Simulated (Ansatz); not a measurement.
# Phonons of SrAlH3 (Pm-3m) against volume, part 2 of 2

Does SrAlH3 (Pm-3m) expand much on heating, by its phonons?

Ansatz 0.2.0; DFT PBEsol, scalar-relativistic, plane waves, PAW; PAW set soft_1.

So far, highest frequency on path, mesh or solved points (cm⁻¹): step 2 (phonons on a q mesh) 1451.

## Step 4: Phonons at the other volume, volume ratio 0.97

The phonons are repeated at this volume on the same meshes, so that differences come from the volume alone.

input.yaml

```yaml
crystal:
  lattice:
    - [4.4502001932, 0.0, 0.0]
    - [0.0, 4.4502001932, 0.0]
    - [0.0, 0.0, 4.4502001932]
  atoms:
    - { symbol: Sr, position: [0.5, 0.5, 0.5] }
    - { symbol: Al, position: [0.0, 0.0, 0.0] }
    - { symbol: H, position: [0.0, 0.5, 0.5] }
    - { symbol: H, position: [0.5, 0.5, 0.0] }
    - { symbol: H, position: [0.5, 0.0, 0.5] }
kpoints:
  mp_grid: { grid: [8, 8, 8] }
hamiltonian:
  xc: pbesol
  pseudopotentials: { kind: paw, azcp: { folder: soft_1 }, xc_functional: pbe }
scf:
  occupations: { method: methfessel_paxton, width: 0.2 }
output:
  eigenvalues: true
phonons:
  method: dfpt
  qmesh: [4, 4, 4]
  temperatures: { t_max: 1000, t_step: 50 }
  qpath:
    path:
      - [[0.0, 0.0, 0.0], [0.0, 0.5, 0.0], [0.5, 0.5, 0.0], [0.0, 0.0, 0.0], [0.5, 0.5, 0.5], [0.0, 0.5, 0.0]]
      - [[0.5, 0.5, 0.5], [0.5, 0.5, 0.0]]
    npoints: 10
```

Command:

```
> ansatz run input.yaml --threads 4 --pin off --max-ram 10240MiB --backend cpu --events-out ev --progress --plain --runs-dir out
```

The log of the run:

```text
[...]
Crystal: 5 atoms, lattice volume = 88.133 Å³
Basis set: ecut = 420 eV, 1743 PW (Γ), exchange–correlation on 60×60×60 points (8 copies of the dense FFT grid, shifted against one another)
Bands: 13, of which v1, the nominal top of the filled ones, is band 8 counted from 1 (7 counted from 0)
Symmetry: 48 space group operations
k-points: 35 of 512
[...]
SCF iter   1: F=—  HF=-4064.011421 eV  |F-HF|=—  |Δ(HF+E_count)|=         —  Δρ=5.86e-2  dr2=5.30e0  ethr=3.10e-3  ⟨swp⟩=7.8  Hψ=3689  notcnv=0
[...]
SCF iter  11: F=-4062.068483 eV  HF=-4062.068483 eV  |F-HF|=9.09e-13  |Δ(HF+E_count)|=  3.64e-12  S|Δr|=    0.00e0  Δρ=2.00e-8  dr2=3.76e-13  ethr=1.00e-12  ⟨swp⟩=5.9  Hψ=1744  notcnv=0
SCF 1 converged in 11 iterations: F = -4062.068483 eV  dr2 = 3.76e-13
[...]
SCF iter   4: F=-4062.068483 eV  HF=-4062.068483 eV  |F-HF|=1.82e-12  |Δ(HF+E_count)|=  9.09e-12  S|Δr|=    0.00e0  Δρ=9.53e-8  dr2=5.02e-12  ethr=1.00e-12  ⟨swp⟩=1.5  Hψ=1072  notcnv=0
SCF 2 converged in 4 iterations: F = -4062.068483 eV  dr2 = 5.02e-12
[...]
NSCF: frozen V_eff on 35 k-points
[...]
SCF converged after 11 iterations
[...]
Free energy (F): -4062.068483 eV
[...]
Internal energy: -4062.069173 eV  (E = F + TS)
E sigma→0 (E₀):  -4062.068656 eV
Entropy (-TS):   0.000689 eV (0.138 meV/atom)
Fermi energy:    3.020548 eV
[...]
--- Band table (eV; the first three rows and the last of 35) ---
  k-point 0: bands = [... 4 lower, -2.9194, 0.8419, 0.8419, 3.0705, 5.3048, 5.3048, 5.3048, 8.9803, ... 1 higher]
  k-point 1: bands = [... 4 lower, -2.7893, 0.8411, 0.8715, 2.7706, 5.2844, 5.2844, 5.6582, 8.9595, ... 1 higher]
  k-point 2: bands = [... 4 lower, -2.4167, 0.5315, 0.9457, 2.6295, 5.2293, 5.2293, 6.2296, 9.0025, ... 1 higher]
  k-point 34: bands = [... 4 lower, 0.2803, 2.0576, 2.0576, 2.0576, 2.8375, 2.8375, 2.8375, 9.0051, ... 1 higher]
[...]
ASR residual: 2.400e-5 → 0.000e0 eV/Å²; symmetrization residual: 8.340e-8 eV/Å²
  ASR residual per site (eV/Å²): 2.40e-5 4.51e-6 1.14e-5 1.14e-5 1.14e-5
[...]
--- Phonons (arbitrary-q DFPT): 10 irreducible q on the 4×4×4 mesh ---
[...]
interpolated dispersion: 62 rows × 15 modes
[...]
```

Elapsed: 5.2 min, on 4 threads of Arm Neoverse V1, shared host; peak memory 1.3 GiB; 20 min of CPU time.

Numbers from this step:

```yaml
sum_rule_residual_before_enforcement: 2.40e-5 eV/Å²
lowest_frequency_on_the_path: -789.5 cm⁻¹
highest_frequency_on_path_mesh_or_solved_points: 1492 cm⁻¹
highest_optical_mode_at_the_zone_centre_no_lo_to_term: 1434 cm⁻¹
lowest_optical_zone_centre_mode: -634.5 cm⁻¹
lowest_mode_on_the_q_mesh_acoustic_modes_at_gamma_apart: -789.5 cm⁻¹
```

Frequencies (cm⁻¹) solved at each irreducible wavevector; negative means imaginary. Frequencies by wavevector, by row:

```
q in reciprocal lattice units  star  mode 1  mode 2  mode 3  mode 4  mode 13  mode 14  mode 15
                        0 0 0     1  -634.5  -634.5  -634.5  -536.5     1434     1434     1434
                     0 0 0.25     6  -561.6  -561.6  -521.5    -499     1434     1434     1448
                     0 0 -0.5     3  -495.5  -495.5  -491.9  -457.7     1434     1434     1466
                  0 0.25 0.25    12  -665.9  -555.8  -517.1  -470.5     1434     1437     1461
                  0 0.25 -0.5    12    -599  -582.2  -557.7  -461.2     1434     1439     1474
                  0 -0.5 -0.5     3  -789.5  -789.5  -586.2  -419.2     1435     1444     1485
               0.25 0.25 0.25     8  -592.9  -592.9  -578.1  -468.8     1438     1438     1468
               0.25 0.25 -0.5    12  -566.1  -562.7  -527.4  -524.9     1438     1441     1479
               0.25 -0.5 -0.5     6  -638.5  -638.5    -571  -481.7     1439     1446     1488
               -0.5 -0.5 -0.5     1  -575.4  -575.4  -575.4  -551.2     1449     1449     1492
```

The highest optical mode at the zone centre (no LO-TO term) is 1434.3 cm⁻¹, +51.3 cm⁻¹ against the base run.

## Step 5: Relaxing at another volume, volume ratio 1.03

The volume is scaled by 1.03 and held; symmetry leaves nothing to relax, so this is a single point. The modes can then be followed against volume.

input.yaml, the sections that differ from step 4:

```yaml
crystal:
  lattice:
    - [4.5401274559, 0.0, 0.0]
    - [0.0, 4.5401274559, 0.0]
    - [0.0, 0.0, 4.5401274559]
  atoms:
    - { symbol: Sr, position: [0.5, 0.5, 0.5] }
    - { symbol: Al, position: [0.0, 0.0, 0.0] }
    - { symbol: H, position: [0.0, 0.5, 0.5] }
    - { symbol: H, position: [0.5, 0.5, 0.0] }
    - { symbol: H, position: [0.5, 0.0, 0.5] }
output:
  forces: true
  stress: true
  eigenvalues: true
# kpoints, hamiltonian, scf: as in step 4
# phonons: removed
```

The log of the run:

```text
[...]
Crystal: 5 atoms, lattice volume = 93.585 Å³
Basis set: ecut = 420 eV, 1839 PW (Γ), exchange–correlation on 64×64×64 points (8 copies of the dense FFT grid, shifted against one another)
Bands: 13, of which v1, the nominal top of the filled ones, is band 8 counted from 1 (7 counted from 0)
Symmetry: 48 space group operations
[...]
k-points: 35 of 512
[...]
k-point 0: bands = [... 4 lower, -3.1143, 0.6039, 0.6039, 2.4456, 4.8148, 4.8148, 4.8148, 8.4714, ... 1 higher]
  k-point 1: bands = [... 4 lower, -2.9936, 0.5880, 0.6313, 2.1950, 4.8027, 4.8027, 5.1291, 8.4477, ... 1 higher]
  k-point 2: bands = [... 4 lower, -2.6470, 0.2357, 0.6997, 2.1217, 4.7683, 4.7683, 5.6630, 8.4767, ... 1 higher]
  k-point 34: bands = [... 4 lower, -0.2239, 1.6398, 1.6398, 1.6398, 2.5502, 2.5502, 2.5502, 8.2561, ... 1 higher]
[key lines of the parts left out:]
SCF converged after 8 iterations
Free energy (F): -4062.068686 eV
Fermi energy:    2.618436 eV
P = ⅓ Tr σ = -0.6497 GPa (-6.497 kbar)
```

Elapsed: 1 s, on 4 threads; peak memory 0.36 GiB.

This step gave:

- pressure: -0.6497 GPa
- volume per atom: 18.72 Å³

The run ends at a pressure of -0.65 GPa.

## Step 6: Phonons at the other volume, volume ratio 1.03

The phonons are repeated at this volume on the same meshes, so that differences come from the volume alone.

Edit input.yaml of step 5 so:

```diff
@@ -19,4 +19,11 @@
 output:
-  forces: true
-  stress: true
   eigenvalues: true
+phonons:
+  method: dfpt
+  qmesh: [4, 4, 4]
+  temperatures: { t_max: 1000, t_step: 50 }
+  qpath:
+    path:
+      - [[0.0, 0.0, 0.0], [0.0, 0.5, 0.0], [0.5, 0.5, 0.0], [0.0, 0.0, 0.0], [0.5, 0.5, 0.5], [0.0, 0.5, 0.0]]
+      - [[0.5, 0.5, 0.5], [0.5, 0.5, 0.0]]
+    npoints: 10
```

The log of the run:

```text
[...]
Crystal: 5 atoms, lattice volume = 93.585 Å³
Basis set: ecut = 420 eV, 1839 PW (Γ), exchange–correlation on 64×64×64 points (8 copies of the dense FFT grid, shifted against one another)
Bands: 13, of which v1, the nominal top of the filled ones, is band 8 counted from 1 (7 counted from 0)
Symmetry: 48 space group operations
k-points: 35 of 512
[...]
k-point 34: bands = [... 4 lower, -0.2239, 1.6398, 1.6398, 1.6398, 2.5502, 2.5502, 2.5502, 8.2562, ... 1 higher]
[...]
ASR residual: 3.809e-5 → 0.000e0 eV/Å²; symmetrization residual: 4.135e-8 eV/Å²
  ASR residual per site (eV/Å²): 3.81e-5 3.41e-6 1.19e-5 1.19e-5 1.19e-5
[...]
--- Phonons (arbitrary-q DFPT): 10 irreducible q on the 4×4×4 mesh ---
[...]
interpolated dispersion: 62 rows × 15 modes
[...]
[key lines of the parts left out:]
SCF converged after 11 iterations
Free energy (F): -4062.068686 eV
Fermi energy:    2.618441 eV
```

Elapsed: 5.6 min, on 4 threads; peak memory 1.4 GiB; 22 min of CPU time.

Numbers from this step:

| Property | Result |
| --- | --- |
| sum-rule residual before enforcement | 3.81e-5 eV/Å² |
| lowest frequency on the path | -694.8 cm⁻¹ |
| highest frequency on path, mesh or solved points | 1412 cm⁻¹ |
| highest optical mode at the zone centre (no LO-TO term) | 1334 cm⁻¹ |
| lowest optical zone-centre mode | -574.7 cm⁻¹ |
| lowest mode on the q mesh (acoustic modes at Γ apart) | -694.8 cm⁻¹ |

The highest optical mode at the zone centre (no LO-TO term) is 1333.8 cm⁻¹, -49.3 cm⁻¹ against the base run.

## Step 7: Grüneisen parameters

The Grüneisen parameter of a mode is minus the logarithmic change of its frequency with volume, −d ln ω / d ln V; weighted by heat capacity it gives the expansion.

Numbers from this step:

- bulk modulus: 22.6 GPa

Phonon branches along the path, in cm⁻¹:

```
    point  branch 1  branch 2  branch 3  branch 4  branch 12  branch 13  branch 14  branch 15
        Γ      -604      -604      -604      -505        102       1383       1383       1383
  halfway      -533      -533      -488      -471        183       1383       1383       1402
        X      -470      -470      -462      -429        299       1383       1383       1421
  halfway      -563      -549      -533      -435        283       1383       1390       1429
        M      -742      -742      -565      -392        300       1383       1395       1443
  halfway      -632      -530      -490      -440        262       1383       1388       1416
        Γ      -604      -604      -604      -505        102       1383       1383       1383
  halfway      -562      -562      -552      -440        224       1388       1388       1424
        R      -531      -531      -531      -523        158       1400       1400       1451
  halfway      -542      -538      -500      -494        197       1388       1392       1436
        X      -470      -470      -462      -429        299       1383       1383       1421
jump to R      -531      -531      -531      -523        158       1400       1400       1451
  halfway      -602      -602      -550      -454        182       1390       1397       1446
        M      -742      -742      -565      -392        300       1383       1395       1443
```

The same for volume x 0.97:

```csv
point,branch 1,branch 2,branch 3,branch 4,branch 12,branch 13,branch 14,branch 15
Γ,-634,-634,-634,-536,99,1434,1434,1434
X,-496,-496,-492,-458,238,1434,1434,1466
M,-790,-790,-586,-419,245,1435,1444,1485
Γ,-634,-634,-634,-536,99,1434,1434,1434
R,-575,-575,-575,-551,154,1449,1449,1492
X,-496,-496,-492,-458,238,1434,1434,1466
R,-575,-575,-575,-551,154,1449,1449,1492
M,-790,-790,-586,-419,245,1435,1444,1485
```

The same for volume x 1.03:

```csv
point,branch 1,branch 2,branch 3,branch 4,branch 12,branch 13,branch 14,branch 15
Γ,-575,-575,-575,-476,105,1334,1334,1334
X,-444,-444,-433,-401,345,1334,1334,1378
M,-695,-695,-545,-366,338,1334,1348,1401
Γ,-575,-575,-575,-476,105,1334,1334,1334
R,-513,-513,-513,-475,175,1352,1352,1412
X,-444,-444,-433,-401,345,1334,1334,1378
R,-513,-513,-513,-475,175,1352,1352,1412
M,-695,-695,-545,-366,338,1334,1348,1401
```

## Step 8: Results

```json
{
  "bulk modulus": "22.6 GPa"
}
```

**Reading.** No expansion is given, because modes are imaginary at one volume or more. The highest optical mode at Γ goes from 1434 to 1334 cm⁻¹ as the cell grows, a Grüneisen parameter of 1.21. Branches are matched by rank, so values near crossings are rough. With no gap, or one that is small against the smearing, the frequencies hang on the k mesh and the smearing, most of all near Kohn anomalies. The PAW files were made for PBE and serve the other functionals too. A phonon run warned that its eigensolver left some bands unconverged in a pass.

[Long decimals in the printed logs are rounded to 6 places.]

[Logs are printed without paths, hosts, clocks, repeated set-up lines and the standing remarks that a program may print on its own settings, such as how far it seeks lower states.]

[Hosts, paths, dates, database ids (printed as entryN), source tags and the programs' standing remarks are cut or masked in the printed files.]

[Where the starting crystal was built by hand or by swapping elements, it need not be the compound's stable phase.]
